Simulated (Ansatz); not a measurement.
## How BN absorbs and reflects light

What colour and refractive index does BN have at this level of theory? The cell comes from an older database entry, whose edges can differ from later determinations, mostly by under a per cent.

Method: DFT, PBE, plane-wave PAW, default files, scalar-relativistic, independent-particle optical response without local fields, in Ansatz 0.2.0.

The database entry behind the starting cell has ideal inner coordinates that were not refined, so it need not match the best structure at ambient conditions.

## (1) Set-up

It takes space group P6_3mc (No. 186, hexagonal). The conventional cell has a = 2.536 Å, b = 2.536 Å, c = 4.199 Å, α = 90.00°, β = 90.00°, γ = 120.00°. N has 4 B at 1.56 to 1.57 Å nearest. Nearest to B lie 4 N at 1.56 to 1.57 Å. Farther neighbours and most contacts between anions are not listed.

Coordinates:

```cif
data_structure
_symmetry_space_group_name_H-M 'P 1'
_symmetry_Int_Tables_number 1
_cell_length_a 2.5360
_cell_length_b 2.5360
_cell_length_c 4.1990
_cell_angle_alpha 90.000
_cell_angle_beta 90.000
_cell_angle_gamma 120.000
_cell_volume 23.39
loop_
_atom_site_label
_atom_site_type_symbol
_atom_site_fract_x
_atom_site_fract_y
_atom_site_fract_z
_atom_site_occupancy
N1 N 0.33333 0.66667 0.87500 1
N2 N 0.66667 0.33333 0.37500 1
B3 B 0.33333 0.66667 0.50000 1
B4 B 0.66667 0.33333 0.00000 1
```

## (2) Ground state and bands

The self-consistent density comes first; it also tells whether there is a gap, which decides the occupations and the need for a Drude term.

This step: DFT, PBE, plane-wave PAW, default files, scalar-relativistic, ground state (Ansatz 0.2.0).

Input file input.yaml:

```yaml
crystal:
  lattice:
    - [2.536, 0.0, 0.0]
    - [-1.268, 2.196240424, 0.0]
    - [0.0, 0.0, 4.199]
  atoms:
    - { symbol: "N", position: [0.3333333333, 0.6666666667, 0.875] }
    - { symbol: "N", position: [0.6666666667, 0.3333333333, 0.375] }
    - { symbol: B, position: [0.3333333333, 0.6666666667, 0.5] }
    - { symbol: B, position: [0.6666666667, 0.3333333333, 0.0] }
kpoints:
  mp_grid: { grid: [10, 10, 5] }
  band_path:
    path:
      - [[0.0, 0.0, 0.0], [0.5, 0.0, 0.0], [0.33333333, 0.33333333, 0.0], [0.0, 0.0, 0.0], [0.0, 0.0, 0.5], [0.5, 0.0, 0.5], [0.33333333, 0.33333333, 0.5], [0.0, 0.0, 0.5]]
      - [[0.5, 0.0, 0.5], [0.5, 0.0, 0.0]]
      - [[0.33333333, 0.33333333, 0.0], [0.33333333, 0.33333333, 0.5]]
    npoints: 6
scf:
  occupations: { method: fermi_dirac, width: 0.05 }
  n_extra_bands: 8
hamiltonian:
  xc: pbe
  pseudopotentials: { kind: paw }
output:
  forces: true
  stress: true
  populations: true
  write_bands: true
  write_density: true
  write_potential: true
  elf: true
  volumetric_format: npy
```

Launch:

```sh
ansatz run input.yaml --threads 4 --pin off --max-ram 8192MiB --backend cpu --events-out ev --progress --plain --runs-dir out
```

Numbers of over 12 decimals in the logs are rounded to 6 here.

Log:

```text
scf.n_extra_bands = 8 over 8 filled bands (N_el = 16.0): the run solves 16 bands
Engine: ansatz 0.2.0, aarch64-unknown-linux-gnu
Pseudopotentials: kind: paw
Pseudopotential: N, paw, valence charge 5, recommended cutoff 420 eV (normal), N.paw.azcp
Pseudopotential: B, paw, valence charge 3, recommended cutoff 420 eV (normal), B.paw.azcp
Functional definition: PBE
  parameter kappa = 0.804
  parameter beta = 0.066725
  exchange = pbe_x(kappa = kappa, mu = beta*pi^2/3)
  correlation = pbe_c(beta = beta)
Crystal: 4 atoms, lattice volume = 23.387 Å³
Basis set: ecut = 420 eV, 465 PW (Γ), exchange–correlation on 36×36×60 points (8 copies of the dense FFT grid, shifted against one another)
Bands: 16, of which v1, the nominal top of the filled ones, is band 8 counted from 1 (7 counted from 0)
Symmetry: 12 space group operations
Space group: P63mc (ITA 186), of the structure as read, at distance tolerance 2.9e-5 Å
k-points: 42 of 500 (time reversal used)
Non-local potential: N, projectors of the file, l = 0: 2, l = 1: 2, l = 2: 1
Non-local potential: B, projectors of the file, l = 0: 2, l = 1: 2, l = 2: 1
PAW form: soft (Blöchl's): semilocal exchange-correlation on the pseudo side does not see the compensation charge
PAW one-centre angular grid: N, 110 points (default); XC on 64 Gauss nodes
PAW one-centre angular grid: B, 110 points (default); XC on 64 Gauss nodes
Initial density: superposition of atomic densities (neutral atoms: chi_scale 0, normalization atom), corrected by the library's trained network
Initial wavefunctions: pseudopotential atomic-orbital guess
Functional: x = pbe(κ = 0.804, μ = 0.219515), c = pbe(β = 0.066725)
SCF iter   1: F=—  HF=-1084.470287 eV  |F-HF|=—  |Δ(HF+E_count)|=         —  Δρ=3.03e-3  dr2=1.10e-3  ethr=1.77e-3  ⟨swp⟩=4.8  Hψ=3165  notcnv=0  defer=37
preconditioner: auto → none  [insulator: Δε(μ)=5.397 eV  Ē_g=20.199 eV  σ=0.050 eV  W_gap=1.00  n_scr=2 (ndim 8)  ℏωp=30.7 eV  f_vac=0.000  D(μ)=0.00/eV (n_scr^D=0)  ε∞_Penn≈3.3]
SCF iter   2: F=—  HF=-1084.470560 eV  |F-HF|=—  |Δ(HF+E_count)|=   2.73e-4  Δρ=1.20e-3  dr2=1.43e-4  ethr=6.88e-6  ⟨swp⟩=2.6  Hψ=1371  notcnv=0  defer=65
SCF iter   3: F=—  HF=-1084.470717 eV  |F-HF|=—  |Δ(HF+E_count)|=   1.57e-4  Δρ=1.73e-4  dr2=2.34e-6  ethr=8.93e-7  ⟨swp⟩=2.4  Hψ=919  notcnv=0  defer=65
SCF iter   4: F=—  HF=-1084.470725 eV  |F-HF|=—  |Δ(HF+E_count)|=   8.25e-6  Δρ=2.34e-5  dr2=6.13e-8  ethr=1.46e-8  ⟨swp⟩=2.0  Hψ=898  notcnv=0  defer=65
iter 5 did not close the SCF: its close was put off for the readings that it lacked (scf_convergence_deferred on its scf_iter line)
SCF iter   5: F=-1084.470725 eV  HF=-1084.470725 eV  |F-HF|=1.96e-9  |Δ(HF+E_count)|=   8.80e-8  Δρ=3.76e-6  dr2=1.61e-9  ethr=3.83e-10  ⟨swp⟩=2.2  Hψ=870  notcnv=0  defer=65
SCF iter   6: F=-1084.470725 eV  HF=-1084.470725 eV  |F-HF|=1.64e-11  |Δ(HF+E_count)|=   2.27e-9  Δρ=5.29e-7  dr2=3.20e-11  ethr=1.01e-11  ⟨swp⟩=8.0  Hψ=3491  notcnv=0
SCF 1 converged in 6 iterations: F = -1084.470725 eV  dr2 = 3.20e-11
  greatest PAW one-centre occupation: 0.789 electrons in one spin orbital (limit 2), on the N atom at site 1 (counted from 0), in its partial waves of l = 0
NSCF: frozen V_eff on 57 k-points
SCF converged after 6 iterations
Free energy (F): -1084.470725 eV
Harris-Foulkes:  -1084.470725 eV  (|F-HF|=1.64e-11)
Internal energy: -1084.470725 eV  (E = F + TS)
E sigma→0 (E₀):  -1084.470725 eV
Fermi energy:    14.175199 eV
--- Per-component energies (eV) ---
  E_band       = 54.695611
  E_kinetic    = 372.609118
  E_local      = -350.528173  (includes V_loc(G=0)·N_el)
  E_nonlocal   = 113.398853
  E_hartree    = 98.592108
  E_xc         = -187.254786
  E_vxc        = -232.937691  (∫ρ·V_xc dr)
  E_paw        = -413.031678  (= ΣΔE_a)
  E_vpaw       = -45.030912  (= ΣTr[D̂ρ^β])
  E_aug_tail   = 0.000204  (compensation charges beyond the density's cutoff)
  E_ewald      = -718.256371
  E_smearing   = -0.000000  (= −TS)
  E_closure    = 0.000000  (closes the sum)
  Σ components = -1084.470725   (vs F -1084.470725, Δ=0.00e0)
--- Forces (eV/Å), atoms counted from 1 ---
  atom   1  N     -0.00000000     0.00000000    -0.05548299
  atom   2  N      0.00000000    -0.00000000    -0.05548299
  atom   3  B      0.00000000    -0.00000000     0.05547881
  atom   4  B     -0.00000000     0.00000000     0.05547881
  max |Σ_I F_I| component: 8.36e-6 eV/Å
--- Stress (GPa, compression-positive) ---
        8.355748       0.000000       0.000000
        0.000000       8.355748       0.000000
       -0.000000       0.000000       7.212699
  P = ⅓ Tr σ = 7.9747 GPa (79.747 kbar)
--- Band table (eV; the first three rows and the last of 42) ---
  k-point 0: bands = [... 4 lower, 9.3605, 11.2472, 11.4939, 11.4939, 19.9482, 19.9482, 20.1246, 21.1760, ... 4 higher]
  k-point 1: bands = [... 4 lower, 9.5296, 9.9835, 11.2437, 11.2437, 20.2336, 20.2336, 20.6221, 21.1647, ... 4 higher]
  k-point 2: bands = [... 4 lower, 9.9999, 9.9999, 10.6480, 10.6480, 21.0033, 21.0033, 21.0458, 21.1358, ... 4 higher]
  k-point 41: bands = [... 4 lower, 3.6678, 4.5924, 8.0062, 8.4367, 20.1619, 20.8297, 21.6311, 23.2233, ... 4 higher]
--- Löwdin populations: 4 sites ---
  site symbol       q [e]
     0      N      5.2878
     1      N      5.2878
     2      B      2.6830
     3      B      2.6830
  spilling = 0.003647 (of n_electrons = 16.000000)
```

Run time: 1.3 s. Hardware: 4 threads of Arm Neoverse V2, shared host; peak memory 0.29 GiB; 3.1 s of CPU time.

Reading the cycles: dr2 is the Hartree energy of the density residual (eV), the measure of convergence; HF is the Harris–Foulkes estimate of the energy, which meets the free energy F at convergence.

Read-outs, printed or worked out from the files:

* free energy: -1084.4707 eV
* Fermi energy: 14.18 eV
* gap by band count: 5.415 eV
* electrons: 16
* symmetry operations: 12
* pressure: 7.975 GPa
* gap on the k-mesh: 5.415 eV
* volume: 23.39 Å³
* gap on the path: 5.218 eV
* least direct gap on the path: 8.361 eV

There is a gap, 5.22 eV on the path, so no carriers' term is needed. The cell is left with a pressure of 8.0 GPa and forces up to 0.06 eV/Å, as it stands unrelaxed at this level.

Electronic bands along the path, in eV, zero at the Fermi level; v1 is the highest filled band, c1 the lowest empty one:

```
    point      v4      v3     v2     v1    c1     c2     c3     c4
        Γ   -4.82   -2.93  -2.68  -2.68  5.77   5.77   5.95   7.00
  halfway   -6.52   -6.46  -4.29  -3.84  4.70   6.75   7.52   8.42
        M   -9.63   -7.71  -7.12  -4.82  4.10   5.34   8.04   8.93
  halfway   -9.26   -9.21  -7.30  -6.32  3.74   6.78   9.14  10.54
        K   -9.93   -8.19  -8.13  -8.13  2.54  10.88  10.88  11.31
  halfway   -8.40   -6.34  -4.89  -4.64  5.77   6.35   7.68   9.00
        Γ   -4.82   -2.93  -2.68  -2.68  5.77   5.77   5.95   7.00
  halfway   -4.55   -4.55  -3.06  -3.06  6.21   6.21   6.60   6.98
        A   -3.86   -3.86  -3.86  -3.86  6.93   6.93   7.33   7.33
  halfway   -6.80   -6.80  -5.37  -5.37  5.30   5.30   8.71   8.71
        L   -6.49   -6.49  -6.27  -6.27  3.97   3.97   7.44   7.44
  halfway   -8.47   -8.47  -5.89  -5.89  5.37   5.37   8.38   8.38
        H  -10.50  -10.50  -5.73  -5.73  6.71   6.71   7.57   7.57
  halfway   -7.03   -7.03  -6.18  -6.18  6.25   6.25   8.17   8.17
        A   -3.86   -3.86  -3.86  -3.86  6.93   6.93   7.33   7.33
jump to L   -6.49   -6.49  -6.27  -6.27  3.97   3.97   7.44   7.44
  halfway   -8.20   -7.38  -6.20  -5.38  4.21   4.24   8.42   9.17
        M   -9.63   -7.71  -7.12  -4.82  4.10   5.34   8.04   8.93
jump to K   -9.93   -8.19  -8.13  -8.13  2.54  10.88  10.88  11.31
  halfway  -10.96   -9.02  -6.75  -6.75  4.12   8.31   8.31  10.52
        H  -10.50  -10.50  -5.73  -5.73  6.71   6.71   7.57   7.57
```

Valence density in the ac plane at fractional y = 0.333, with atoms of N and B within 0.2 Å of it. It is the smooth field of the valence electrons, not physical close to the nuclei.

Values in e/Å³, 21 rows by 13 columns:
```
0.8 0.8 0.8 0.8 0.8 0.9 0.9 0.7 0.5 0.4 0.6 0.8 0.8
0.9 0.9 1.0 1.0 0.9 0.9 0.8 0.7 0.6 0.6 0.7 0.8 0.8
0.8 0.9 1.0 0.9 0.8 0.7 0.6 0.6 0.5 0.5 0.5 0.6 0.7
0.6 0.7 0.8 0.7 0.7 0.5 0.4 0.4 0.3 0.3 0.4 0.4 0.5
0.4 0.5 0.6 0.5 0.5 0.4 0.3 0.2 0.2 0.2 0.2 0.3 0.3
0.3 0.4 0.4 0.4 0.3 0.3 0.2 0.2 0.2 0.2 0.2 0.2 0.2
0.3 0.3 0.3 0.3 0.3 0.2 0.2 0.2 0.2 0.2 0.2 0.2 0.2
0.3 0.3 0.3 0.3 0.3 0.3 0.3 0.3 0.3 0.3 0.3 0.3 0.3
0.4 0.4 0.3 0.3 0.4 0.4 0.5 0.6 0.6 0.6 0.6 0.5 0.4
0.6 0.5 0.4 0.4 0.5 0.7 0.9 1.1 1.3 1.3 1.2 0.9 0.7
0.7 0.6 0.5 0.5 0.7 1.0 1.5 2.1 2.6 2.6 2.3 1.7 1.1
0.9 0.6 0.5 0.5 0.7 1.2 2.1 3.1 3.6 3.6 3.3 2.4 1.4
0.8 0.5 0.4 0.5 0.7 1.2 2.3 3.4 3.7 3.6 3.6 2.7 1.5
0.7 0.4 0.3 0.4 0.6 1.0 1.9 3.1 3.6 3.7 3.3 2.3 1.3
0.5 0.3 0.2 0.3 0.4 0.7 1.4 2.3 3.1 3.2 2.6 1.7 0.9
0.3 0.2 0.2 0.2 0.3 0.5 0.9 1.5 2.0 2.1 1.7 1.1 0.6
0.3 0.2 0.1 0.2 0.2 0.4 0.7 1.0 1.3 1.4 1.1 0.8 0.5
0.3 0.2 0.2 0.2 0.2 0.4 0.6 0.8 1.0 1.1 0.9 0.6 0.4
0.3 0.3 0.2 0.2 0.3 0.4 0.6 0.7 0.8 0.8 0.7 0.6 0.4
0.5 0.4 0.4 0.4 0.4 0.5 0.6 0.6 0.5 0.5 0.6 0.6 0.6
0.7 0.6 0.6 0.6 0.6 0.7 0.8 0.6 0.4 0.3 0.5 0.7 0.7
```
Atoms in or near the plane, at fractional coordinates: N at (0.67, 0.38), B at (0.67, 0.00).

Electrostatic potential energy in the ac plane at fractional y = 0.333, with atoms of N and B within 0.2 Å of it. With pseudopotentials it is smooth inside the atoms' cores, unlike the true potential.

Values in eV, 21 rows by 13 columns:
```
  7   8   7   7   7   1 -17 -37 -49 -51 -42 -24  -3
  7   5   3   4   5   5  -5 -22 -33 -35 -26 -10   3
  8   6   3   3   6   7   5  -3 -10 -11  -5   3   8
 10   8   6   7   9  10   9   8   6   5   7   9  10
 12  11  10  10  11  12  12  11  10  10  11  12  12
 12  12  11  11  12  13  13  13  13  13  13  13  13
 12  11  10  11  11  12  13  13  13  13  13  13  13
 10   9   8   8   9  11  12  12  12  12  12  12  12
  8   6   4   4   7   9  10  11  10   9  10  11  10
  7   3   1   1   5   8   7   1  -6  -7  -2   6   8
  6   3   1   2   4   6  -4 -20 -31 -33 -24  -9   5
  7   6   4   4   6   2 -16 -37 -51 -51 -43 -23  -2
  8   8   8   8   8   0 -22 -45 -51 -51 -51 -30  -6
  9  10  11  10  10   3 -18 -40 -51 -51 -46 -26  -3
 11  12  13  12  12   8  -6 -25 -37 -39 -30 -12   5
 12  13  13  13  12  11   6  -4 -13 -15  -8   3  10
 12  13  13  13  13  11   9   6   2   1   4   8  10
 11  13  13  13  12   9   5  -3  -9 -10  -5   3   8
  9  12  13  12  10   6  -5 -22 -33 -35 -26 -10   3
  8  11  12  11   9   2 -17 -37 -49 -51 -42 -24  -3
  6   9  10  10   8  -1 -21 -43 -51 -51 -48 -29  -6
```
Atoms in or near the plane, at fractional coordinates: N at (0.67, 0.38), B at (0.67, 0.00).

(Continued in part 2 of 2.)

[Logs are printed without paths, hosts, clocks, repeated set-up lines and the standing remarks that a program may print on its own settings, such as how far it seeks lower states.]

[Hosts, paths, dates, database ids (printed as entryN), source tags and the programs' standing remarks are cut or masked in the printed files.]
